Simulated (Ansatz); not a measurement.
# From r2SCAN to G0W0: PbO (Massicot), part 2 of 3

How far does one-shot GW move the r2SCAN gap of PbO (Massicot)?

Ansatz 0.2.0; r2SCAN, then G0W0 on it, plane waves, PAW. Known limits of the many-body steps: finite bands, screening cutoff and k mesh; no spin-orbit coupling in G0W0.

So far. Step 2 (Bands along the symmetry lines): Over mesh and path the gap is 2.510 eV, from k = Γ to k = (0.500, 0.500, 0.350). The least direct gap found is 2.798 eV, at k = (0.500, 0.500, 0.350). On the 4×4×6 mesh alone the same run gives 2.525 eV, so that mesh misses an edge of r2SCAN: 2.525 − 2.510 = +0.015 eV.

## 3. G0W0 on the 4×4×4 mesh

G0W0 replaces the xc potential by a self-energy built once from the orbitals of the start. Levels are corrected in the window of bands that the input names, at points of the mesh.

This step: G0W0 on r2SCAN, plane waves, PAW; PAW set soft_1.

The input, input.yaml:

```yaml
crystal:
  lattice:
    - [5.8931, 0.0, 0.0]
    - [0.0, 5.4904, 0.0]
    - [0.0, 0.0, 4.7528]
  atoms:
    - { symbol: Pb, position: [0.2297, 0.9884, 0.25] }
    - { symbol: Pb, position: [0.7703, 0.0116, 0.75] }
    - { symbol: Pb, position: [0.2297, 0.5116, 0.75] }
    - { symbol: Pb, position: [0.7703, 0.4884, 0.25] }
    - { symbol: O, position: [0.8653, 0.0917, 0.25] }
    - { symbol: O, position: [0.1347, 0.9083, 0.75] }
    - { symbol: O, position: [0.8653, 0.4083, 0.75] }
    - { symbol: O, position: [0.1347, 0.5917, 0.25] }
kpoints:
  mp_grid: { grid: [4, 4, 4] }
hamiltonian:
  xc: r2scan
  pseudopotentials: { kind: paw, azcp: { folder: soft_1 } }
scf:
  occupations: { method: fixed }
gw:
  n_empty_bands: 987
  ecut_chi: 200.0
  qp_bands: [v2, c2]
  qp_kpoints: band_edges
  screening: { model: contour_deformation }
```

Run with:

```bash
$ ansatz run input.yaml --threads 2 --pin off --max-ram 92160MiB --backend cuda --events-out ev --progress --plain --runs-dir out --devices 1 --max-vram 13GiB
```

Numbers of over 12 decimals in the logs are rounded to 6 here.

The log of the run:

```text
GPUs: using 1 of 1 available (devices: 1).
[...]
GPU FFT provider: cuFFT
GPU libraries: cuBLAS 13.8.2, cuFFT 12.4.0, cuSOLVER 12.3.4
Crystal: 8 atoms, lattice volume = 153.779 Å³
Basis set: ecut = 500 eV, 3869 PW (Γ), exchange–correlation on 180×180×144 points (64 copies of the dense FFT grid, shifted against one another)
Bands: 48, of which v1, the nominal top of the filled ones, is band 40 counted from 1 (39 counted from 0)
Symmetry: 8 space group operations
[...]
k-points: 27 of 64
[...]
GPU buffer pool allocated for 72900 grid points (all kernels)
[...]
SCF iter   1: F=—  HF=-49965.755292 eV  |F-HF|=—  |Δ(HF+E_count)|=         —  Δρ=5.00e-2  dr2=4.33e0  dr2_τ=4.10e-1  ethr=3.10e-3  ⟨swp⟩=4.9  Hψ=4702  notcnv=0  defer=148
[...]
SCF iter   8: F=-49965.439220 eV  HF=-49965.439220 eV  |F-HF|=2.04e-8  |Δ(HF+E_count)|=   1.26e-6  Δρ=7.08e-6  dr2=9.53e-8  dr2_τ=6.06e-9  ethr=1.25e-10  ⟨swp⟩=13.4  Hψ=7051  notcnv=0
SCF 1 converged in 8 iterations: F = -49965.439220 eV  dr2 = 9.53e-8
[...]
NSCF: frozen V_eff on 27 k-points, pencils in batches of 32, up to order 192
the band table was solved once the SCF had ended and its energy, with any forces and stress, was formed, with the checks that follow a solve (5091 applications of the Hamiltonian). They found nothing against the state; the energy, forces and stress were not computed again (output.eigenvalues in the input reference)
[...]
NSCF: frozen V_eff on 27 k-points
G₀W₀ screening: q 1/27
[... further progress lines ...]
SCF converged after 8 iterations
Free energy (F): -49965.439220 eV
[...]
Internal energy: -49965.439220 eV  (E = F + TS)
E sigma→0 (E₀):  -49965.439220 eV
Fermi energy:    8.162667 eV
[...]
--- Band table (eV; the first three rows and the last of 27) ---
  k-point 0: bands = [... 36 lower, 6.8531, 6.8899, 7.7820, 8.1627, 11.9475, 12.5355, 13.1832, 14.0109, ... 4 higher]
  k-point 1: bands = [... 36 lower, 6.8995, 7.3706, 7.5480, 8.1473, 12.1105, 12.9518, 13.0039, 13.7033, ... 4 higher]
  k-point 2: bands = [... 36 lower, 7.3004, 7.3004, 7.8921, 7.8921, 12.7651, 12.7651, 13.5771, 13.5771, ... 4 higher]
  k-point 26: bands = [... 36 lower, 7.6182, 7.6182, 7.6182, 7.6182, 11.0732, 11.0732, 11.0732, 11.0732, ... 4 higher]
--- G₀W₀: contour deformation, 6 samples at zero and on the imaginary axis and 1 off it, 64 q-points, 987 empty bands' worth ---
  eigenvalues of the whole cell's RPA ε∞ on this k-mesh (on a slab, of 1 + 4πα/V) = 5.2737, 5.4653, 5.7279; static W/v taken at q = 0 is 0.181343
  bands read: the sum over 1027 bands ends inside a degenerate multiplet in 15 slots, whose members it reads at an even weight; the widest, k=8: bands 1025 to 1028 (counted from 1) at 3/4 each
  gw.qp_kpoints: band_edges: 24 of 27 stored k-points solved, in 1 pass; an edge of the gap read off the rows below is read off those points alone
    valence top: of the k-points left out ik 24 came nearest to being solved in a further pass, in band 39 (counted from 1, as in the quasiparticle table): it holds the edge there only if its correction is more favourable than any solved in that band by at least 0.344 eV; those differ by 0.249 eV
    conduction bottom: of the k-points left out ik 17 came nearest to being solved in a further pass, in band 42 (counted from 1, as in the quasiparticle table): it holds the edge there only if its correction is more favourable than any solved in that band by at least 0.545 eV; those differ by 0.239 eV
    ik  band        ε_KS         Σx   Σc(E_QP)       V_xc       Z   E_QP_lin       E_QP  E_QP is
     0    39      7.7820   -22.7222     3.2183   -19.1086  0.7399     7.3839     7.3867  root
     0    40      8.1627   -22.8814     2.7848   -19.7383  0.7481     7.8025     7.8045  root
     0    41     11.9475    -9.8646    -3.3873   -13.5047  0.7946    12.2011    12.2003  root
     0    42     12.5355   -11.7350    -3.4199   -15.5252  0.7874    12.9075    12.9058  root
     1    39      7.5480   -25.7058     4.2471   -21.2622  0.7196     7.3507     7.3515  root
     1    40      8.1473   -22.7318     2.7360   -19.6070  0.7505     7.7562     7.7586  root
     1    41     12.1105    -9.3368    -3.4906   -13.0615  0.7967    12.3453    12.3446  root
     1    42     12.9518   -11.3657    -3.6291   -15.3823  0.7839    13.3414    13.3393  root
     2    39      7.8921   -22.7277     2.8935   -19.4338  0.7492     7.4892     7.4918  root
     2    40      7.8921   -22.7277     2.8935   -19.4338  0.7492     7.4892     7.4918  root
     2    41     12.7651    -8.5149    -3.6994   -12.4298  0.7963    12.9812    12.9806  root
     2    42     12.7651    -8.5149    -3.6994   -12.4298  0.7963    12.9812    12.9806  root
     3    39      7.9575   -23.1200     3.1799   -19.5756  0.7416     7.5907     7.5930  root
     3    40      8.0979   -22.6834     2.6919   -19.6042  0.7505     7.7083     7.7106  root
     3    41     12.2941   -10.0401    -3.5530   -13.8698  0.7933    12.5718    12.5708  root
     3    42     12.7928   -11.3343    -3.6119   -15.2977  0.7892    13.1458    13.1442  root
     4    39      7.5925   -22.7056     3.2331   -19.0693  0.7409     7.1865     7.1894  root
     4    40      8.0355   -22.3523     2.6447   -19.2818  0.7531     7.6069     7.6097  root
     4    41     12.1798   -10.0447    -3.4986   -13.8200  0.7952    12.4575    12.4565  root
     4    42     12.5610    -9.7010    -3.6248   -13.5776  0.8005    12.8135    12.8127  root
     5    39      7.6942   -22.7986     3.0782   -19.3296  0.7453     7.3008     7.3034  root
     5    40      7.6942   -22.7986     3.0782   -19.3296  0.7453     7.3008     7.3034  root
     5    41     12.2168   -10.1588    -3.4293   -13.8732  0.7954    12.5030    12.5020  root
     5    42     12.2168   -10.1588    -3.4293   -13.8732  0.7954    12.5030    12.5020  root
     6    39      7.9578   -22.4865     2.8495   -19.2191  0.7487     7.5370     7.5398  root
     6    40      7.9578   -22.4865     2.8495   -19.2191  0.7487     7.5370     7.5398  root
     6    41     12.7969    -9.2619    -3.9161   -13.4093  0.8037    13.0289    13.0282  root
     6    42     12.7969    -9.2619    -3.9161   -13.4093  0.8037    13.0289    13.0282  root
     7    39      7.7850   -22.1990     2.7861   -18.9677  0.7508     7.3365     7.3398  root
     7    40      7.7850   -22.1990     2.7861   -18.9677  0.7508     7.3365     7.3398  root
     7    41     12.1817    -9.3220    -3.6069   -13.1525  0.8051    12.4058    12.4052  root
     7    42     12.1817    -9.3220    -3.6069   -13.1525  0.8051    12.4058    12.4052  root
     9    39      7.9652   -22.9889     3.1589   -19.4571  0.7414     7.5900     7.5924  root
     9    40      8.0617   -23.1821     3.0175   -19.8261  0.7436     7.7213     7.7232  root
     9    41     11.2562    -9.4269    -3.2735   -12.8836  0.8068    11.4397    11.4394  root
     9    42     12.6169    -8.8975    -3.5460   -12.6621  0.7963    12.8362    12.8355  root
    10    39      7.6181   -22.2913     3.1033   -18.7547  0.7430     7.1814     7.1848  root
    10    40      8.0585   -22.8914     2.8959   -19.6288  0.7471     7.6897     7.6918  root
    10    41     11.6386    -9.4409    -3.3997   -13.0480  0.8039    11.8464    11.8459  root
    10    42     12.3291    -9.7880    -3.5142   -13.5441  0.7995    12.5717    12.5710  root
[...]
23    39      7.7127   -22.3540     3.0918   -18.8838  0.7443     7.3319     7.3343  root
    23    40      7.7127   -22.3540     3.0918   -18.8838  0.7443     7.3319     7.3343  root
    23    41     11.2227   -10.0372    -3.1230   -13.3743  0.8050    11.4373    11.4369  root
    23    42     11.2227   -10.0372    -3.1230   -13.3743  0.8050    11.4373    11.4369  root
    25    39      7.7390   -22.6061     2.7828   -19.4353  0.7500     7.3486     7.3510  root
    25    40      7.7390   -22.6061     2.7828   -19.4353  0.7500     7.3486     7.3510  root
    25    41     10.9674    -9.0875    -3.1868   -12.4371  0.8120    11.1305    11.1302  root
    25    42     10.9674    -9.0875    -3.1868   -12.4371  0.8120    11.1305    11.1302  root
    26    39      7.6182   -21.5523     2.8080   -18.3067  0.7505     7.1773     7.1805  root
    26    40      7.6182   -21.5523     2.8080   -18.3067  0.7505     7.1773     7.1805  root
    26    41     11.0732   -10.8838    -3.0744   -14.1894  0.8029    11.3050    11.3045  root
    26    42     11.0732   -10.8838    -3.0744   -14.1894  0.8029    11.3050    11.3045  root
```

The job ended after 4.2 min (1 × NVIDIA H100 80GB HBM3 (shared by 6 runs) with 2 threads of AMD EPYC 7R13 (Zen 3), shared host; peak memory 6.5 GiB; 7.2 min of CPU time).

Numbers from this step:

| Item | Value |
| --- | --- |
| bands summed | 1027 |
| RPA ε∞ on this mesh (eigenvalues) | 5.274, 5.465, 5.728 |
| plane waves in the screening matrix | 983 |
| q-points in the mesh | 64 |
| G0W0 gap over the corrected points | 3.326 eV |
| k of the valence top | 0, 0, 0 |
| k of the conduction bottom | -0.5, -0.5, 0.25 |
| starting gap on the mesh | 2.805 eV |
| Z at the valence top | 0.7481 |
| Z at the conduction bottom | 0.8120 |
| least direct G0W0 gap over the corrected points | 3.655 eV |

Over 24 of 27 irreducible mesh points the G0W0 gap is 3.326 eV, from k = Γ to k = (-0.500, -0.500, 0.250). The r2SCAN gap of this run on the mesh is 2.805 eV. The two states that bound the G0W0 gap lie that far apart at the start, so the correction of the gap is 3.326 − 2.805 = +0.521 eV. The start of this run differs from the step before in mesh (4×4×6 and 4×4×4).

Labels follow the order of the start: v1 is the top filled band, c1 the lowest empty one; levels that stay degenerate share a row, the window can cut a multiplet, doubted levels are not marked in this list, bands outside the window were not corrected, and the list may be a part of the corrected levels. The levels before and after the correction (eV, zero at the valence-band top of each column):

|  | conduction bottom | valence top |
| --- | --- | --- |
| Kohn-Sham | 2.80 | 0.00 |
| G0W0 | 3.33 | 0.00 |

|  | level | occupation | energy (eV) |
| --- | --- | --- | --- |
| Kohn-Sham | Γ v2 | 2 | -0.381 |
| Kohn-Sham | Γ v1 | 2 | 0.000 |
| Kohn-Sham | Γ c1 | 0 | 3.785 |
| Kohn-Sham | Γ c2 | 0 | 4.373 |
| Kohn-Sham | (-0.5 -0.5 0.25) v2-v1 | 2 | -0.424 |
| Kohn-Sham | (-0.5 -0.5 0.25) c1-c2 | 0 | 2.805 |
| G0W0 | Γ v2 | 2 | -0.418 |
| G0W0 | Γ v1 | 2 | 0.000 |
| G0W0 | Γ c1 | 0 | 4.396 |
| G0W0 | Γ c2 | 0 | 5.101 |
| G0W0 | (-0.5 -0.5 0.25) v2-v1 | 2 | -0.453 |
| G0W0 | (-0.5 -0.5 0.25) c1-c2 | 0 | 3.326 |

The parts of the quasiparticle energy for the two states that bound the G0W0 gap, in eV on the run's own scale (QP = start + Σx + Σc − Vxc, with Σc at the quasiparticle energy):

| edge | k | band | start | Σx | Σc | Vxc | Z | QP |
| --- | --- | --- | --- | --- | --- | --- | --- | --- |
| valence top | Γ | 40 | 8.163 | −22.881 | 2.785 | −19.738 | 0.748 | 7.804 |
| conduction bottom | (-0.500, -0.500, 0.250) | 41 | 10.967 | −9.088 | −3.187 | −12.437 | 0.812 | 11.130 |

(Continued in part 3 of 3.)

[Paths, hosts, dates, memory and timing lines, banners, echoed tables and standing remarks are left out of the program output.]

[Logs are printed without paths, hosts, clocks, repeated set-up lines and the standing remarks that a program may print on its own settings, such as how far it seeks lower states.]

[Runs of the session that timed out or met a known fault of the program may be left out.]

[Cells called generated may have been cut or substituted from an entry of the Crystallography Open Database or the Materials Project.]

[Hosts, paths, dates, database ids (printed as entryN), source tags and the programs' standing remarks are cut or masked in the printed files.]

[Where an RPA ε∞ is given, it is that of the G0W0 mesh and is not shown converged in it. Names of k-points follow the symmetry that the program found, which can be lower than the space group named. Band edges on a path are those of the sampled points; other points can move an edge, and change direct to indirect where valleys lie close.]

[Hybrid gaps are those of their k-mesh and are not shown converged in it.]
